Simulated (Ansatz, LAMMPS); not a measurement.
# Li+ TFSI- in a fluorinated ether (TTE), from a frame at 400 K (106 atoms): geometry optimisation, part 2 of 3

How does Li+ TFSI- in a fluorinated ether (TTE), from a frame at 400 K (106 atoms) relax, and what do bonds, charges and levels look like afterwards?

Ansatz 0.2.0; Kohn-Sham DFT, PBE+D3(BJ), PAW (set soft_2), plane waves.

The cell: 46 F, 27 C, 9 O, 20 H, 1 N, 2 S and 1 Li. The network of contacts between molecules at the start is that of the classical potential that made the cell. The density was typed from a rule of thumb and may lie off the real one at this temperature. Sampling is at Γ alone, for a cell whose shortest periodic width is 11 Å.

So far. Step 3 (Single point at the start): Neighbours are counted within 1.62 Å (F-C), 2.16 Å (F-Li), 1.85 Å (C-C), 1.34 Å (C-H), 1.73 Å (C-O), 2.21 Å (C-S), 1.88 Å (O-S), 2.52 Å (O-Li), 1.98 Å (S-N).

### 4. Relaxation

With the cell held, the atoms are moved downhill towards a nearby minimum.

input.yaml reads:

```yaml
crystal:
  lattice:
    - [11.47672, 0.0, 0.0]
    - [0.0, 11.47672, 0.0]
    - [0.0, 0.0, 11.47672]
  atoms:
    [... the 106 atom lines of step 3 ...]
kpoints:
  mp_grid: { grid: [1, 1, 1] }
hamiltonian:
  xc: pbe
  dispersion: d3bj
scf:
  occupations: { method: fixed }
output:
  forces: true
relax:
  f_tol: 0.05
  max_steps: 200
```

Launch:

```sh
ansatz run input.yaml --threads 4 --pin off --max-ram 8192MiB --backend cpu --events-out ev --progress --plain --runs-dir out
```

Numbers of over 12 decimals in the logs are rounded to 6 here.

The program printed:

```text
[...]
Crystal: 106 atoms, lattice volume = 1511.657 Å³
Basis set: ecut = 420 eV, 29423 PW (Γ), exchange–correlation on 160×160×160 points (8 copies of the dense FFT grid, shifted against one another)
Bands: 368, of which v1, the nominal top of the filled ones, is band 262 counted from 1 (261 counted from 0)
Symmetry: 1 space group operations
[...]
k-points: 1
[...]
SCF iter   1: F=—  HF=-51745.090956 eV  |F-HF|=—  |Δ(HF+E_count)|=         —  Δρ=5.57e-3  dr2=3.38e-1  ethr=1.77e-3  ⟨swp⟩=5.0  Hψ=1226  notcnv=0  defer=101
[...]
SCF iter   3: F=—  HF=-51745.004289 eV  |F-HF|=—  |Δ(HF+E_count)|=   1.11e-4  Δρ=1.07e-3  dr2=1.10e-2  ethr=1.04e-5  ⟨swp⟩=3.0  Hψ=490  notcnv=0  defer=78
automatic band count: iteration 3 solves 342 bands in place of 368: the levels show a gap, and the empty bands left out lie too high to hold charge; the band table lists the bands solved (type scf.n_extra_bands for more)
SCF iter   4: F=—  HF=-51745.004587 eV  |F-HF|=—  |Δ(HF+E_count)|=   2.98e-4  Δρ=2.79e-4  dr2=8.31e-4  ethr=2.10e-6  ⟨swp⟩=2.0  Hψ=488  notcnv=0  defer=78
[...]
SCF iter   6: F=-51745.004575 eV  HF=-51745.004574 eV  |F-HF|=9.32e-7  |Δ(HF+E_count)|=   3.57e-5  Δρ=3.75e-5  dr2=1.23e-5  ethr=1.19e-8  ⟨swp⟩=3.0  Hψ=1196  notcnv=0
SCF 1 converged in 6 iterations: F = -51745.004575 eV  dr2 = 1.23e-5
[...]
relax step   1: F+E_penalty+E_count = -51745.00457473 eV  Δ(F+E_penalty+E_count) = +0.000e0 eV  max|allowed force component| = 4.483e0 eV/Å  Δτ_max = 0.0000 Å  (6 SCF iters, dr2 threshold 6.25e-5 eV, accepted)
[... from here on, the SCF cycles and remarks between the steps are left out ...]
relax step   2: F+E_penalty+E_count = -51749.86457729 eV  Δ(F+E_penalty+E_count) = -4.860e0 eV  max|allowed force component| = 2.596e0 eV/Å  Δτ_max = 0.1978 Å  (6 SCF iters, dr2 threshold 1.00e-4 eV, accepted)
relax step   3: F+E_penalty+E_count = -51751.38094025 eV  Δ(F+E_penalty+E_count) = -1.516e0 eV  max|allowed force component| = 9.899e-1 eV/Å  Δτ_max = 0.1949 Å  (6 SCF iters, dr2 threshold 1.00e-4 eV, accepted)
relax step   4: F+E_penalty+E_count = -51751.80913307 eV  Δ(F+E_penalty+E_count) = -4.282e-1 eV  max|allowed force component| = 5.233e-1 eV/Å  Δτ_max = 0.2000 Å  (6 SCF iters, dr2 threshold 1.00e-4 eV, accepted)
relax step   5: F+E_penalty+E_count = -51752.07082605 eV  Δ(F+E_penalty+E_count) = -2.617e-1 eV  max|allowed force component| = 2.746e-1 eV/Å  Δτ_max = 0.1913 Å  (7 SCF iters, dr2 threshold 3.98e-5 eV, accepted)
relax step   6: F+E_penalty+E_count = -51752.22288982 eV  Δ(F+E_penalty+E_count) = -1.521e-1 eV  max|allowed force component| = 3.088e-1 eV/Å  Δτ_max = 0.1923 Å  (7 SCF iters, dr2 threshold 2.08e-5 eV, accepted)
relax step   7: F+E_penalty+E_count = -51752.32274854 eV  Δ(F+E_penalty+E_count) = -9.986e-2 eV  max|allowed force component| = 3.647e-1 eV/Å  Δτ_max = 0.1906 Å  (7 SCF iters, dr2 threshold 2.63e-5 eV, accepted)
relax step   8: F+E_penalty+E_count = -51752.41296283 eV  Δ(F+E_penalty+E_count) = -9.021e-2 eV  max|allowed force component| = 4.056e-1 eV/Å  Δτ_max = 0.1948 Å  (6 SCF iters, dr2 threshold 1.00e-4 eV, accepted)
relax step   9: F+E_penalty+E_count = -51752.49642310 eV  Δ(F+E_penalty+E_count) = -8.346e-2 eV  max|allowed force component| = 4.321e-1 eV/Å  Δτ_max = 0.1942 Å  (6 SCF iters, dr2 threshold 1.00e-4 eV, accepted)
relax step  10: F+E_penalty+E_count = -51752.58903690 eV  Δ(F+E_penalty+E_count) = -9.261e-2 eV  max|allowed force component| = 4.924e-1 eV/Å  Δτ_max = 0.1956 Å  (7 SCF iters, dr2 threshold 1.00e-4 eV, accepted)
relax step  11: F+E_penalty+E_count = -51752.70775466 eV  Δ(F+E_penalty+E_count) = -1.187e-1 eV  max|allowed force component| = 5.124e-1 eV/Å  Δτ_max = 0.1932 Å  (6 SCF iters, dr2 threshold 1.00e-4 eV, accepted)
relax step  12: F+E_penalty+E_count = -51752.80120054 eV  Δ(F+E_penalty+E_count) = -9.345e-2 eV  max|allowed force component| = 4.007e-1 eV/Å  Δτ_max = 0.1919 Å  (6 SCF iters, dr2 threshold 1.00e-4 eV, accepted)
relax step  13: F+E_penalty+E_count = -51752.84814398 eV  Δ(F+E_penalty+E_count) = -4.694e-2 eV  max|allowed force component| = 2.904e-1 eV/Å  Δτ_max = 0.0979 Å  (6 SCF iters, dr2 threshold 9.82e-5 eV, accepted)
relax step  14: F+E_penalty+E_count = -51752.89458308 eV  Δ(F+E_penalty+E_count) = -4.644e-2 eV  max|allowed force component| = 3.445e-1 eV/Å  Δτ_max = 0.1797 Å  (6 SCF iters, dr2 threshold 4.43e-5 eV, accepted)
relax step  15: F+E_penalty+E_count = -51752.92159683 eV  Δ(F+E_penalty+E_count) = -2.701e-2 eV  max|allowed force component| = 3.919e-1 eV/Å  Δτ_max = 0.1156 Å  (7 SCF iters, dr2 threshold 6.23e-5 eV, accepted)
relax step  16: F+E_penalty+E_count = -51752.95550567 eV  Δ(F+E_penalty+E_count) = -3.391e-2 eV  max|allowed force component| = 4.263e-1 eV/Å  Δτ_max = 0.1954 Å  (7 SCF iters, dr2 threshold 1.00e-4 eV, accepted)
relax step  17: F+E_penalty+E_count = -51752.97614962 eV  Δ(F+E_penalty+E_count) = -2.064e-2 eV  max|allowed force component| = 4.322e-1 eV/Å  Δτ_max = 0.1155 Å  (6 SCF iters, dr2 threshold 1.00e-4 eV, accepted)
relax step  18: F+E_penalty+E_count = -51752.99532478 eV  Δ(F+E_penalty+E_count) = -1.918e-2 eV  max|allowed force component| = 3.815e-1 eV/Å  Δτ_max = 0.0797 Å  (6 SCF iters, dr2 threshold 1.00e-4 eV, accepted)
relax step  19: F+E_penalty+E_count = -51753.01367340 eV  Δ(F+E_penalty+E_count) = -1.835e-2 eV  max|allowed force component| = 2.990e-1 eV/Å  Δτ_max = 0.1276 Å  (6 SCF iters, dr2 threshold 1.00e-4 eV, accepted)
relax step  20: F+E_penalty+E_count = -51753.02590817 eV  Δ(F+E_penalty+E_count) = -1.223e-2 eV  max|allowed force component| = 3.224e-1 eV/Å  Δτ_max = 0.0798 Å  (6 SCF iters, dr2 threshold 5.49e-5 eV, accepted)
relax step  21: F+E_penalty+E_count = -51753.03795335 eV  Δ(F+E_penalty+E_count) = -1.205e-2 eV  max|allowed force component| = 3.536e-1 eV/Å  Δτ_max = 0.1356 Å  (6 SCF iters, dr2 threshold 6.38e-5 eV, accepted)
relax step  22: F+E_penalty+E_count = -51753.04464084 eV  Δ(F+E_penalty+E_count) = -6.687e-3 eV  max|allowed force component| = 3.135e-1 eV/Å  Δτ_max = 0.0621 Å  (5 SCF iters, dr2 threshold 1.00e-4 eV, accepted)
relax step  23: F+E_penalty+E_count = -51753.05335255 eV  Δ(F+E_penalty+E_count) = -8.712e-3 eV  max|allowed force component| = 2.104e-1 eV/Å  Δτ_max = 0.0801 Å  (6 SCF iters, dr2 threshold 7.73e-5 eV, accepted)
relax step  24: F+E_penalty+E_count = -51753.05890662 eV  Δ(F+E_penalty+E_count) = -5.554e-3 eV  max|allowed force component| = 7.525e-2 eV/Å  Δτ_max = 0.1292 Å  (7 SCF iters, dr2 threshold 1.99e-5 eV, accepted)
relax step  25: F+E_penalty+E_count = -51753.06098391 eV  Δ(F+E_penalty+E_count) = -2.077e-3 eV  max|allowed force component| = 4.668e-2 eV/Å  Δτ_max = 0.0323 Å  (8 SCF iters, accepted)
SCF converged after 8 iterations
Free energy (F): -51753.060984 eV
[...]
Internal energy: -51753.060984 eV  (E = F + TS)
E sigma→0 (E₀):  -51753.060984 eV
Fermi energy:    -1.456659 eV
[...]
--- Forces (eV/Å), atoms counted from 1 ---
  atom   1  F     -0.00574859     0.00954807    -0.00644362
  atom   2  C      0.00391998     0.00253566     0.01465562
  atom   3  F      0.00209012    -0.00382488    -0.00535692
  atom   4  C     -0.00943669    -0.00458369     0.00444422
  atom   5  F      0.00059050     0.00347436    -0.00228335
  atom   6  F     -0.00103826     0.00143692     0.00056429
  atom   7  O      0.00161370     0.00129809     0.00722021
  atom   8  C     -0.00144630     0.02320938    -0.00540448
  atom   9  C     -0.00975171    -0.02207830     0.01490412
  atom  10  F     -0.00049930    -0.00307067     0.00177961
  atom  11  F      0.01028184     0.00055965     0.00230089
  atom  12  C      0.00780686     0.01275726    -0.02015643
  atom  13  F      0.01014388    -0.01541238    -0.01090140
  atom  14  F     -0.00411818    -0.00241594     0.00354100
[...]
atom 105  F      0.00397123    -0.01027914     0.00157287
  atom 106  Li    -0.00203129     0.00391166    -0.01186522
  max |Σ_I F_I| component: 8.03e-5 eV/Å
--- Relaxed structure (25 steps of the walk, 25 accepted, 0 SCFs on fresh bases) ---
  F+E_penalty+E_count = -51753.06098391 eV   max|allowed force component| = 4.668e-2 eV/Å
  atoms:
    - { symbol: F, position: [0.302671, 0.280042, 0.428433] }
    - { symbol: C, position: [0.239198, 0.355372, 0.362474] }
    - { symbol: F, position: [0.274062, 0.342837, 0.248892] }
    - { symbol: C, position: [0.265408, 0.481885, 0.401449] }
[...]
- { symbol: Li, position: [0.795657, 0.695991, 0.140392] }
```

Elapsed: 3.5 min, on 4 threads of Arm Neoverse V2, shared host; peak memory 1.7 GiB; 13 min of CPU time.

Relaxation path (22 of 25):

| step | energy less that of the first step (eV) | largest force component (eV/Å) |
| --- | --- | --- |
| 1 | 0.0000 | 4.4829 |
| 2 | -4.8600 | 2.5956 |
| 3 | -6.3764 | 0.9899 |
| 4 | -6.8046 | 0.5233 |
| 6 | -7.2183 | 0.3088 |
| 7 | -7.3182 | 0.3647 |
| 8 | -7.4084 | 0.4056 |
| 9 | -7.4918 | 0.4321 |
| 10 | -7.5845 | 0.4924 |
| 11 | -7.7032 | 0.5124 |
| 12 | -7.7966 | 0.4007 |
| 14 | -7.8900 | 0.3445 |
| 15 | -7.9170 | 0.3919 |
| 16 | -7.9509 | 0.4263 |
| 17 | -7.9716 | 0.4322 |
| 18 | -7.9908 | 0.3815 |
| 19 | -8.0091 | 0.2990 |
| 20 | -8.0213 | 0.3224 |
| 22 | -8.0401 | 0.3135 |
| 23 | -8.0488 | 0.2104 |
| 24 | -8.0543 | 0.0752 |
| 25 | -8.0564 | 0.0467 |

The atoms that moved most (Å):

| atom | dx | dy | dz | length |
| --- | --- | --- | --- | --- |
| F105 | -0.137 | 1.697 | 1.314 | 2.151 |
| H34 | -1.295 | -0.144 | -1.136 | 1.729 |
| N91 | 0.825 | -0.121 | 1.375 | 1.609 |
| H35 | -1.393 | 0.244 | -0.527 | 1.509 |
| C26 | -1.107 | 0.123 | -0.797 | 1.370 |
| F32 | -0.552 | -0.038 | -1.233 | 1.351 |
| F49 | -0.861 | -0.757 | 0.700 | 1.343 |
| O93 | -0.384 | 0.958 | 0.853 | 1.339 |

The relaxation changed the energy by -76.0 meV/atom, and atoms moved by 0.92 Å r.m.s., 2.2 Å at most.

### 5. Distances and neighbours after relaxation

Bonds before and after, by the cutoffs listed below:

| pair | bonds before | bonds after | mean before (Å) | mean after (Å) | spread before (Å) | spread after (Å) |
| --- | --- | --- | --- | --- | --- | --- |
| F-C | 46 | 46 | 1.376 | 1.366 | 0.032 | 0.013 |
| F-Li | 4 | 2 | 1.907 | 2.016 | 0.160 | 0.002 |
| C-C | 15 | 15 | 1.535 | 1.539 | 0.032 | 0.012 |
| C-H | 20 | 20 | 1.101 | 1.098 | 0.040 | 0.001 |
| C-O | 10 | 10 | 1.432 | 1.397 | 0.020 | 0.042 |
| C-S | 2 | 2 | 1.796 | 1.887 | 0.023 | 0.003 |
| O-S | 4 | 4 | 1.443 | 1.456 | 0.032 | 0.013 |
| O-Li | 1 | 2 | 2.119 | 1.896 | 0.000 | 0.006 |
| S-N | 2 | 2 | 1.551 | 1.593 | 0.026 | 0.003 |

Density 1.59 g/cm³, 14.26 Å³ an atom.

Pair distribution functions g(r), in bins of 0.2 Å:

| r (Å) | total | F-F | F-C | F-H | F-O | F-S | F-Li |
| --- | --- | --- | --- | --- | --- | --- | --- |
| 1.00 | 1.67 | 0.00 | 0.00 | 0.00 | 0.00 | 0.00 | 0.00 |
| 1.20 | 0.17 | 0.00 | 0.00 | 0.00 | 0.00 | 0.00 | 0.00 |
| 1.40 | 3.38 | 0.00 | 11.89 | 0.00 | 0.00 | 0.00 | 0.00 |
| 1.60 | 0.78 | 0.00 | 0.00 | 0.00 | 0.00 | 0.00 | 0.00 |
| 1.80 | 0.26 | 0.00 | 0.00 | 0.00 | 0.00 | 0.00 | 0.00 |
| 2.00 | 0.73 | 0.00 | 0.00 | 3.19 | 0.00 | 0.00 | 6.40 |
| 2.20 | 1.35 | 3.04 | 0.00 | 0.00 | 2.81 | 0.00 | 0.00 |
| 2.40 | 1.49 | 0.00 | 4.30 | 0.79 | 0.00 | 0.00 | 0.00 |
| 2.60 | 1.29 | 0.48 | 0.00 | 4.33 | 0.00 | 5.50 | 0.00 |
| 2.80 | 1.11 | 1.78 | 0.79 | 1.09 | 2.60 | 0.00 | 0.00 |
| 3.00 | 0.54 | 0.89 | 0.11 | 0.52 | 1.47 | 0.00 | 1.39 |
| 3.20 | 0.72 | 1.23 | 0.28 | 0.95 | 1.30 | 0.00 | 2.48 |
| 3.40 | 0.86 | 1.03 | 0.87 | 1.47 | 0.75 | 0.00 | 1.08 |
| 3.60 | 0.71 | 0.94 | 0.55 | 0.50 | 1.38 | 1.04 | 0.99 |
| 3.80 | 0.90 | 1.02 | 1.00 | 0.63 | 1.31 | 1.37 | 2.75 |
| 4.00 | 0.96 | 0.67 | 1.05 | 1.14 | 0.91 | 1.62 | 0.00 |
| 4.20 | 0.97 | 0.74 | 1.19 | 0.51 | 1.30 | 1.12 | 0.77 |
| 4.40 | 0.83 | 0.61 | 0.90 | 0.85 | 0.52 | 1.32 | 1.30 |
| 4.60 | 0.95 | 0.85 | 1.15 | 0.90 | 0.28 | 0.92 | 1.23 |
| 4.80 | 1.00 | 1.06 | 1.18 | 0.96 | 0.63 | 1.14 | 1.12 |
| 5.00 | 1.13 | 1.39 | 0.91 | 1.04 | 1.05 | 1.03 | 1.06 |
| 5.20 | 1.01 | 1.07 | 1.04 | 0.89 | 1.29 | 0.98 | 0.96 |
| 5.40 | 1.06 | 1.07 | 0.98 | 1.35 | 1.14 | 0.66 | 0.00 |
| 5.60 | 1.06 | 1.10 | 0.93 | 1.15 | 1.47 | 0.64 | 1.24 |

Bonds by pair of elements; cutoffs follow the first minimum of g(r), held within bounds set by covalent radii, and pairs that aren't listed don't count as bonded:

| pair A-B | cutoff (Å) | bonds | mean length (Å) | spread (Å) | shortest (Å) | B about A | A about B |
| --- | --- | --- | --- | --- | --- | --- | --- |
| F-C | 1.62 | 46 | 1.37 | 0.013 | 1.34 | 1 | 1.70 |
| F-Li | 2.43 | 2 | 2.02 | 0.002 | 2.01 | 0.043 | 2 |
| C-C | 1.85 | 15 | 1.54 | 0.012 | 1.52 | 1.11 | 1.11 |
| C-H | 1.34 | 20 | 1.10 | 0.001 | 1.09 | 0.741 | 1 |
| C-O | 1.73 | 10 | 1.40 | 0.042 | 1.35 | 0.37 | 1.11 |
| C-S | 2.21 | 2 | 1.89 | 0.003 | 1.88 | 0.074 | 1 |
| O-S | 1.88 | 4 | 1.46 | 0.013 | 1.44 | 0.444 | 2 |
| O-Li | 2.33 | 2 | 1.90 | 0.006 | 1.89 | 0.222 | 2 |
| S-N | 1.98 | 2 | 1.59 | 0.003 | 1.59 | 1 | 2 |

How many atoms have how many bonded neighbours:

| element | mean | 1 | 2 | 4 |
| --- | --- | --- | --- | --- |
| C | 4 | 0 | 0 | 27 |
| F | 1.04 | 44 | 2 | 0 |
| H | 1 | 20 | 0 | 0 |
| Li | 4 | 0 | 0 | 1 |
| N | 2 | 0 | 1 | 0 |
| O | 1.78 | 2 | 7 | 0 |
| S | 4 | 0 | 0 | 2 |

Bond angles (no mean is given where the spread exceeds 20°):

| angle | count | mean (°) | spread (°) |
| --- | --- | --- | --- |
| C-C-F | 50 | 109 | 1.1 |
| F-C-F | 26 | 108 | 1.2 |
| C-C-H | 20 | 111 | 1.6 |
| F-C-H | 20 | 109 | 0.7 |
| C-C-O | 10 | 108 | 1.2 |

Bond length by coordination (bonds to H left out):

| element | coordination | atoms | mean bond length (Å) |
| --- | --- | --- | --- |
| F | 1 | 44 | 1.36 |
| F | 2 | 2 | 1.71 |
| O | 1 | 2 | 1.44 |
| O | 2 | 7 | 1.48 |

By these cutoffs all C atoms have 4, 96 % of F atoms have 1, all H atoms have 1 and all Li atoms have 4 bonded neighbours. The C-C-F angle averages 109° with a spread of 1.1°.

[end of part 2 of 3]

[Logs are printed without paths, hosts, clocks, repeated set-up lines and the standing remarks that a program may print on its own settings, such as how far it seeks lower states.]

[Hosts, paths, dates, database ids (printed as entryN), source tags and the programs' standing remarks are cut or masked in the printed files.]
